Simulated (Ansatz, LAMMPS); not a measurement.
# Relaxing amorphous 14ZrO2-86SiO2 (mol %) (84 atoms), part 4 of 4

Wanted: the relaxed structure of amorphous 14ZrO2-86SiO2 (mol %) (84 atoms) and its electronic structure.

Ansatz 0.2.0; Kohn-Sham DFT, PBE, PAW (set soft_2), plane waves.

The cell: 4 Zr, 24 Si and 56 O. The quench rate of 50 K/ps is orders of magnitude faster than experiment. The starting topology of bonds comes from the classical model. Only the Γ point is sampled in the main run, in a cell whose shortest periodic width is 11 Å.

So far. Step 4 (Cell and atoms relaxed): The relaxation changed the energy by -47.0 meV/atom, and atoms moved by 0.19 Å r.m.s., 0.65 Å at most. Step 7 (K-mesh 2×2×2): Forces differ from those of the single point at the relaxed geometry by 4.6 meV/Å r.m.s.; the energy by -0.59 meV/atom and the gap by -0.0068 eV. It took 2.9 min and 10 cycles; the reference's time can't be set against it, since the two runs asked for unlike analyses.

## 8. Functional HSE06

HSE06 mixes in a quarter of exact exchange at short range, which counters self-interaction, at a higher cost.

This step: Kohn-Sham DFT, HSE06, PAW (set soft_2), plane waves (Ansatz 0.2.0).

Input file input.yaml:

```yaml
crystal:
  lattice:
    - [10.55062, -0.2017, -0.08017]
    - [-0.2017, 10.79673, -0.19536]
    - [-0.08017, -0.19536, 10.55064]
  atoms:
    [... the 84 atom lines of step 6 ...]
kpoints:
  mp_grid: { grid: [1, 1, 1] }
hamiltonian:
  xc: hse06
scf:
  occupations: { method: fermi_dirac, width: 0.025 }
output:
  forces: true
  stress: true
  populations: true
  dos:
    method: { smearing: { sigma: 0.08 } }
    de: 0.05
    projected: { site_lists: { O: [O], Si: [Si], Zr: [Zr] } }
  eigenvalues: true
```

The run is started by

```
$ ansatz run input.yaml --threads 4 --pin off --max-ram 8192MiB --backend cpu --events-out ev --progress --plain --runs-dir out
```

Numbers of over 12 decimals in the logs are rounded to 6 here.

The program printed:

```text
Warning: output.stress: scf.convergence.dr2_threshold = 1e-7 eV (the SCF's general default) is looser than the 1.6e-9 eV advised for a printed stress (1e-10 eV for each atom of the cell: 84, of which 16 are counted). What an SCF threshold leaves in a stress goes as its square root, and in the free energy as the threshold itself, and one threshold admits the most on a small cell: [...]
Warning: output.stress: scf.exx.energy_threshold = 1e-6 eV is looser than the 1.6e-7 eV advised for a stress under a hybrid functional (1e-8 eV for each atom of the cell: 84, of which 16 are counted). Every SCF of the exchange loop can meet its threshold on dr2 while the loop round them stops early: [...]
exact exchange: scf.exx.singularity resolves to wigner_seitz, which cuts the screened interaction at the faces of the exchange supercell's Wigner-Seitz cell, so that each pair interacts once, at the shortest of its separations (the periodic images that this leaves out come, [...]
[...]
Crystal: 84 atoms, lattice volume = 1200.939 Å³
Basis set: ecut = 420 eV, 23473 PW (Γ), exchange–correlation on 144×150×144 points (8 copies of the dense FFT grid, shifted against one another)
Bands: 324, of which v1, the nominal top of the filled ones, is band 240 counted from 1 (239 counted from 0)
Symmetry: 1 space group operations
[...]
k-points: 1
[...]
SCF iter   1: F=—  HF=-63863.074524 eV  |F-HF|=—  |Δ(HF+E_count)|=         —  Δρ=2.71e-3  dr2=1.30e-1  ethr=1.77e-3  ⟨swp⟩=14.0  Hψ=1823  notcnv=0
[...]
SCF iter   4: F=—  HF=-63863.076907 eV  |F-HF|=—  |Δ(HF+E_count)|=   2.62e-3  Δρ=4.97e-4  dr2=2.62e-3  ethr=9.64e-7  ⟨swp⟩=7.0  Hψ=694  notcnv=0  defer=1
SCF iter   5: F=-63863.077032 eV  HF=-63863.077068 eV  |F-HF|=3.59e-5  |Δ(HF+E_count)|=   1.61e-4  Δρ=1.68e-4  dr2=2.41e-4  ethr=5.46e-7  ⟨swp⟩=5.0  Hψ=613  notcnv=0  defer=1
SCF 1 stopped early in 5 iterations: F = -63863.077032 eV  dr2 = 2.41e-4
[...]
Exchange kernel: α = 0.2500, screened, ω = 0.2079 Å⁻¹, Wigner–Seitz truncation, v(0) = 933.9482 eV·Å³, q-mesh 1×1×1, nearest image of the exchange supercell L = 10.55 Å, pair-density grid 54×54×54, without the augmentation charges, whose exchange is taken in its separable form (sized by the pseudopotential files, [...]
Frozen-core exchange: fock
SCF iter   1: F=—  HF=-63878.576026 eV  |F-HF|=—  |Δ(HF+E_count)|=         —  Δρ=8.05e-3  dr2=9.99e-1  ethr=5.02e-7  ⟨swp⟩=16.0  Hψ=1897  notcnv=0
[...]
SCF iter   7: F=—  HF=-63878.418158 eV  |F-HF|=—  |Δ(HF+E_count)|=   2.03e-3  Δρ=2.07e-4  dr2=4.41e-4  ethr=2.25e-8  ⟨swp⟩=5.0  Hψ=1143  notcnv=0
SCF iter   8: F=-63878.418051 eV  HF=-63878.418054 eV  |F-HF|=3.33e-6  |Δ(HF+E_count)|=   1.04e-4  Δρ=2.80e-5  dr2=1.16e-5  ethr=2.25e-8  ⟨swp⟩=4.0  Hψ=756  notcnv=0
SCF 2 stopped early in 8 iterations: F = -63878.418051 eV  dr2 = 1.16e-5
  Residual-converged pass: ⟨swp⟩=4.0  Hψ=915  notcnv=0  max |occ|·‖R‖ = 4.9e-6 eV (tolerance 6.7e-6 eV)  dr2=1.16e-5  dr2_onsite=5.59e-7  max |Δocc| = 0.0e0
[...]
hybrid outer 1: dexx = +1.949e-1 eV, tail = 1.80e-4 eV
[...]
Frozen-core exchange: fock
SCF iter   1: F=—  HF=-63878.415833 eV  |F-HF|=—  |Δ(HF+E_count)|=         —  Δρ=3.41e-5  dr2=9.48e-6  ethr=1.87e-7  ⟨swp⟩=15.0  Hψ=1051  notcnv=0
[...]
SCF iter   5: F=-63878.415833 eV  HF=-63878.415833 eV  |F-HF|=1.23e-9  |Δ(HF+E_count)|=   1.38e-9  Δρ=5.10e-7  dr2=3.42e-9  ethr=3.74e-12 (applied; sched 1.78e-12)  ⟨swp⟩=5.0  Hψ=632  notcnv=0  defer=9
SCF 3 converged in 5 iterations: F = -63878.415833 eV  dr2 = 3.42e-9
[...]
hybrid outer 2: dexx = +1.890e-6 eV, tail = 3.43e-8 eV, Δε = 2.25e-3 eV (about 3.26e-5 eV left of the loop's levels), ΔF = 4.56e-3 eV/Å (tail 3.19e-4)
hybrid SCF converged: 2 outer / 13 inner (+5 warm-up), last move |dexx| = 1.89e-6 eV, tail = 3.43e-8 eV
Stability not checked: this state was not tested for a lower state beside it, because the functional holds exact exchange (a hybrid, or Hartree-Fock), whose exchange loop this test does not read (fock_operator; see scf.lower_state_search)
Free energy (F): -63878.415834 eV
Frozen-core exchange: fock
[...]
Internal energy: -63878.415834 eV  (E = F + TS)
E sigma→0 (E₀):  -63878.415834 eV
Fermi energy:    4.778289 eV
[...]
Σ components = -63878.415834   (vs F -63878.415834, Δ=0.00e0)
--- Forces (eV/Å), atoms counted from 1 ---
  atom   1  Zr    -0.10609477    -0.05234097     0.23048595
  atom   2  Zr     0.12749697     0.25882781    -0.01520878
  atom   3  Zr    -0.03645987    -0.01649881    -0.17802849
  atom   4  Zr    -0.01609551    -0.02281296    -0.03982369
[...]
atom  84  O      0.00649859    -0.55315041     0.16175366
  max |Σ_I F_I| component: 2.47e-4 eV/Å
--- Stress (GPa, compression-positive) ---
       -4.731244      -0.001714      -0.024357
       -0.001712      -4.899847       0.037647
       -0.024356       0.037647      -4.842559
  P = ⅓ Tr σ = -4.8245 GPa (-48.245 kbar)
--- Band table (eV) ---
[...]
--- Löwdin populations: 84 sites ---
  site symbol       q [e]
     0     Zr     10.2453
     1     Zr     10.2735
     2     Zr     10.2170
[...]
83      O      6.7976
  spilling = 0.012097 (of n_electrons = 480.000000)
```

Run time: 4.5 min. Hardware: 4 threads of Arm Neoverse V1, shared host; peak memory 3.4 GiB; 17 min of CPU time.

The program notes that the exchange threshold is loose for the stress and the SCF threshold is loose for the stress.

Geometry and reference: those of the single point at the relaxed geometry.

Forces differ from those of the single point at the relaxed geometry by 182 meV/Å r.m.s.; the pressure by -4.8 GPa and the gap by +1.7 eV. It took 4.5 min and 18 cycles; the reference's time can't be set against it, since the two runs asked for unlike analyses.

The run gave:

```yaml
free_energy: -63878.4158 eV
free_energy_per_atom: -760.4573 eV/atom
scf_cycles: 18
pressure: -4.825 GPa
r_m_s_force_component: 0.1821 eV/Å
longest_force: 0.5943 eV/Å
fermi_energy: 4.778 eV
spacing_of_highest_filled_and_lowest_empty_level: 6.031 eV
spilling_of_the_projection: 0.0121
```

Length of the force by element and coordination:

```tsv
element	coordination	atoms	mean length of the force (eV/Å)	spread	least	most
O	all	56	0.355	0.125	0.0477	0.594
O	2	54	0.361	0.123	0.0477	0.594
O	3	2	0.185	0.0049	0.180	0.190
Si	all	24	0.0902	0.0432	0.0262	0.221
Zr	all	4	0.195	0.0929	0.0486	0.289
Zr	4	2	0.236	0.0532	0.182	0.289
Zr	5	2	0.154	0.105	0.0486	0.259
```

Löwdin charges by element and coordination (they lack the spilled electrons, 0.069 e an atom on average):

```tsv
element	coordination	atoms	mean charge (e)	spread	least	most
O	all	56	-0.803	0.025	-0.833	-0.719
O	2	54	-0.805	0.0235	-0.833	-0.719
O	3	2	-0.752	7.0e-4	-0.753	-0.752
Si	all	24	1.82	0.0232	1.77	1.86
Zr	all	4	1.75	0.0206	1.73	1.78
Zr	4	2	1.75	0.0282	1.73	1.78
Zr	5	2	1.75	0.006	1.74	1.75
```

Density of states as counts of states in windows of 1 eV (from the Fermi level), total and the larger projections:

```tsv
from (eV)	to (eV)	total	O p	Si p	Zr d
-10	-9	27.6	21.3	5.2	0.1
-9	-8	20.8	16.0	2.9	0.8
-8	-7	35.7	28.7	3.3	1.2
-7	-6	47.4	41.6	2.4	1.0
-6	-5	69.5	63.5	1.8	1.9
-5	-4	59.4	55.9	0.8	1.2
-4	-3	29.0	27.7	0.3	0.4
-3	-2	1.1	1.0	0.0	0.0
-2	2	0.0	0.0	0.0	0.0
2	3	0.5	0.0	0.0	0.0
3	4	10.9	1.0	0.5	7.0
4	5	23.5	2.6	1.8	13.9
```

Between -26 and -10 eV lie 157 more states.

The stored curve holds about 448 of the 480 electrons; the rest, give or take the few that broadening carries across the Fermi level, lie in deeper levels below its range.

The levels nearest the highest filled one (over half full), pooled over k-points and spins:

```tsv
level less the highest filled one (eV)	occupation
-0.566	2
-0.533	2
-0.483	2
-0.438	2
-0.318	2
0	2
6.03	0
6.32	0
6.58	0
6.66	0
6.94	0
6.98	0
```

## 9. Functional r2SCAN (500 eV)

The meta-GGA r2SCAN uses the kinetic energy density as well as the density and its gradient. Besides, the cutoff goes from 420 to 500 eV.

This step: Kohn-Sham DFT, r2SCAN, PAW (set soft_2), plane waves (Ansatz 0.2.0).

Changes to input.yaml since step 8:

```diff
@@ -10,3 +10,3 @@
 hamiltonian:
-  xc: hse06
+  xc: r2scan
 scf:
```

The program printed:

```text
[...]
Crystal: 84 atoms, lattice volume = 1200.939 Å³
Basis set: ecut = 500 eV, 30467 PW (Γ), exchange–correlation on 320×320×320 points (64 copies of the dense FFT grid, shifted against one another)
Bands: 324, of which v1, the nominal top of the filled ones, is band 240 counted from 1 (239 counted from 0)
Symmetry: 1 space group operations
[...]
k-points: 1
[...]
SCF iter   1: F=—  HF=-64060.142071 eV  |F-HF|=—  |Δ(HF+E_count)|=         —  Δρ=8.46e-3  dr2=1.03e0  dr2_τ=6.58e0  ethr=1.77e-3  ⟨swp⟩=5.0  Hψ=1409  notcnv=0  defer=70
[...]
SCF iter   9: F=—  HF=-64062.102912 eV  |F-HF|=—  |Δ(HF+E_count)|=   1.55e-6  Δρ=5.25e-6  dr2=3.61e-7  dr2_τ=4.21e-8  ethr=5.26e-10  ⟨swp⟩=2.0  Hψ=480  notcnv=0  defer=80
SCF iter  10: F=-64062.102913 eV  HF=-64062.102913 eV  |F-HF|=9.07e-8  |Δ(HF+E_count)|=   2.42e-7  Δρ=1.80e-6  dr2=5.15e-8  dr2_τ=3.88e-9  ethr=2.08e-11  ⟨swp⟩=15.0  Hψ=1964  notcnv=0
SCF 1 converged in 10 iterations: F = -64062.102913 eV  dr2 = 5.15e-8
[...]
SCF converged after 10 iterations
Free energy (F): -64062.102913 eV
[...]
Internal energy: -64062.102913 eV  (E = F + TS)
E sigma→0 (E₀):  -64062.102913 eV
Fermi energy:    5.041247 eV
[...]
Σ components = -64062.102913   (vs F -64062.102913, Δ=0.00e0)
--- Forces (eV/Å), atoms counted from 1 ---
  atom   1  Zr     0.01273315    -0.00806178     0.02761242
  atom   2  Zr     0.06967714     0.09945703     0.00482487
  atom   3  Zr    -0.00071729     0.00295717    -0.01909154
  atom   4  Zr     0.01514207    -0.00677149    -0.06037554
[...]
atom  84  O     -0.01573294    -0.47021034     0.14925431
  max |Σ_I F_I| component: 1.73e-4 eV/Å
--- Stress (GPa, compression-positive) ---
       -4.441631      -0.022371       0.026057
       -0.022373      -4.485625       0.017545
        0.026057       0.017545      -4.537400
  P = ⅓ Tr σ = -4.4882 GPa (-44.882 kbar)
--- Band table (eV) ---
[...]
--- Löwdin populations: 84 sites ---
  site symbol       q [e]
     0     Zr     10.3109
     1     Zr     10.3399
     2     Zr     10.2874
[...]
83      O      6.8020
  spilling = 0.011855 (of n_electrons = 480.000000)
```

Wall time 52 s (4 threads); peak memory 3.1 GiB; 3.2 min of CPU time.

Geometry and reference: those of the single point at the relaxed geometry.

Forces differ from those of the single point at the relaxed geometry by 159 meV/Å r.m.s.; the pressure by -4.5 GPa and the gap by +0.60 eV. It took 52 s and 10 cycles; the reference's time can't be set against it, since the two runs asked for unlike analyses.

## 10. Functional PBEsol

PBEsol restores the gradient expansion of exchange for slowly varying densities and usually gives shorter bonds in solids than PBE.

This step: Kohn-Sham DFT, PBEsol, PAW (set soft_2), plane waves (Ansatz 0.2.0).

Changes to input.yaml since step 9:

```diff
@@ -10,3 +10,3 @@
 hamiltonian:
-  xc: r2scan
+  xc: pbesol
 scf:
```

The program printed:

```text
[...]
Crystal: 84 atoms, lattice volume = 1200.939 Å³
Basis set: ecut = 420 eV, 23473 PW (Γ), exchange–correlation on 144×150×144 points (8 copies of the dense FFT grid, shifted against one another)
Bands: 324, of which v1, the nominal top of the filled ones, is band 240 counted from 1 (239 counted from 0)
Symmetry: 1 space group operations
[...]
k-points: 1
[...]
SCF iter   1: F=—  HF=-62930.402087 eV  |F-HF|=—  |Δ(HF+E_count)|=         —  Δρ=1.20e-2  dr2=1.42e0  ethr=1.77e-3  ⟨swp⟩=6.0  Hψ=1536  notcnv=0  defer=36
[...]
SCF iter   9: F=—  HF=-62930.018977 eV  |F-HF|=—  |Δ(HF+E_count)|=   1.70e-6  Δρ=5.44e-6  dr2=3.91e-7  ethr=6.43e-10  ⟨swp⟩=2.0  Hψ=428  notcnv=0  defer=80
SCF iter  10: F=-62930.018978 eV  HF=-62930.018978 eV  |F-HF|=3.60e-8  |Δ(HF+E_count)|=   6.09e-7  Δρ=2.60e-6  dr2=8.18e-8  ethr=2.08e-11  ⟨swp⟩=15.0  Hψ=1856  notcnv=0
SCF 1 converged in 10 iterations: F = -62930.018978 eV  dr2 = 8.18e-8
[...]
SCF converged after 10 iterations
Free energy (F): -62930.018978 eV
[...]
Internal energy: -62930.018978 eV  (E = F + TS)
E sigma→0 (E₀):  -62930.018978 eV
Fermi energy:    5.004020 eV
[...]
Σ components = -62930.018978   (vs F -62930.018978, Δ=0.00e0)
--- Forces (eV/Å), atoms counted from 1 ---
  atom   1  Zr    -0.07587646    -0.00844878     0.11952221
  atom   2  Zr    -0.02341578     0.18115843    -0.02537957
  atom   3  Zr    -0.03383767    -0.03317640    -0.11164288
  atom   4  Zr    -0.00923520    -0.00572303    -0.02590033
[...]
atom  84  O     -0.01979504    -0.17162232     0.04765211
  max |Σ_I F_I| component: 9.76e-5 eV/Å
--- Stress (GPa, compression-positive) ---
       -2.736102      -0.007005      -0.060549
       -0.007005      -2.767042      -0.069371
       -0.060549      -0.069370      -2.790954
  P = ⅓ Tr σ = -2.7647 GPa (-27.647 kbar)
--- Band table (eV) ---
[...]
--- Löwdin populations: 84 sites ---
  site symbol       q [e]
     0     Zr     10.4363
     1     Zr     10.4532
     2     Zr     10.4017
[...]
83      O      6.7542
  spilling = 0.012032 (of n_electrons = 480.000000)
```

Elapsed: 18 s, on 4 threads; peak memory 1.4 GiB.

Geometry and reference: those of the single point at the relaxed geometry.

Forces differ from those of the single point at the relaxed geometry by 63 meV/Å r.m.s.; the pressure by -2.8 GPa and the gap by -0.063 eV.

## 11. All settings compared

Differences are against the single point at the relaxed geometry (Kohn-Sham DFT, PBE, PAW (set soft_2), plane waves), whose r.m.s. force component is 0.00772 eV/Å. Energies are set beside the reference only for runs with its functional, potentials and electron count. Times are for 4 threads of Arm Neoverse V1, shared host. The reference's time includes grids, which some other runs skip.

```tsv
run	Δ force, r.m.s. (meV/Å)	Δ energy (meV/atom)	Δ pressure (GPa)	Δ gap (eV)	cycles	time	host memory (GiB)
reference	-	-	-	-	10	22 s	1.4
k-mesh 2×2×2	4.63	-0.586	0.0016	-0.0068	10	2.9 min	6.0
functional HSE06	182	-	-4.83	1.70	18	4.5 min	3.4
functional r2SCAN (500 eV)	159	-	-4.49	0.601	10	52 s	3.1
functional PBEsol	63.4	-	-2.77	-0.0626	10	18 s	1.4
```

## 12. What came out

```yaml
energy_change_in_the_relaxation: -47.02 meV/atom
r_m_s_displacement: 0.189 Å
largest_displacement: 0.649 Å
free_energy_per_atom: -760.2744 eV/atom
pressure: 0.0006586 GPa
r_m_s_force_component: 0.00772 eV/Å
spacing_of_highest_filled_and_lowest_empty_level: 4.33 eV
wall_time_of_the_7_dft_runs: 14 min
```

In words: Relaxation lowers the energy by 47.0 meV/atom and moves atoms by 0.19 Å r.m.s.; the r.m.s. force component goes from 0.85 to 0.0077 eV/Å. Displacements are taken in the final cell, so they leave out its strain. By the final cutoffs 1 of 114 bonded pairs parted and 1 joined. The cell shrank by 3.6 % in volume. From the first step to the last the energy fell by 3.950 eV, across changes of basis, and the largest move was 0.65 Å (Si23). The O-Zr bonds change most in mean length: from 2.060 Å (spread 0.029) to 2.013 Å (spread 0.060). With the cutoffs above, 96 % of O atoms have 2, all Si atoms have 4 and 50 % of Zr atoms have 4 and as many 5 bonded neighbours. Counting bonds to Si alone, not to Zr, 66 % of the oxygens join two of these atoms and 29 % one; 4 % join three; 2 % join none. The highest filled and lowest empty levels differ by 4.33 eV (at Γ alone); a semilocal functional tends to put such gaps too low. In a disordered cell it changes from sample to sample, and tail or defect levels can set it.

Among the changes of functional, dispersion, potentials or spin set against this reference, functional HSE06 moves the forces most, by 182 meV/Å r.m.s. The gap changes by +1.70 eV with HSE06.

**Limits.** The network of bonds at the start is that of the classical potential that made the cell; in DFT 1 of its 114 bonded pairs passed out of the cutoffs and 1 came within them.

[Logs are printed without paths, hosts, clocks, repeated set-up lines and the standing remarks that a program may print on its own settings, such as how far it seeks lower states.]

[Hosts, paths, dates, database ids (printed as entryN), source tags and the programs' standing remarks are cut or masked in the printed files.]
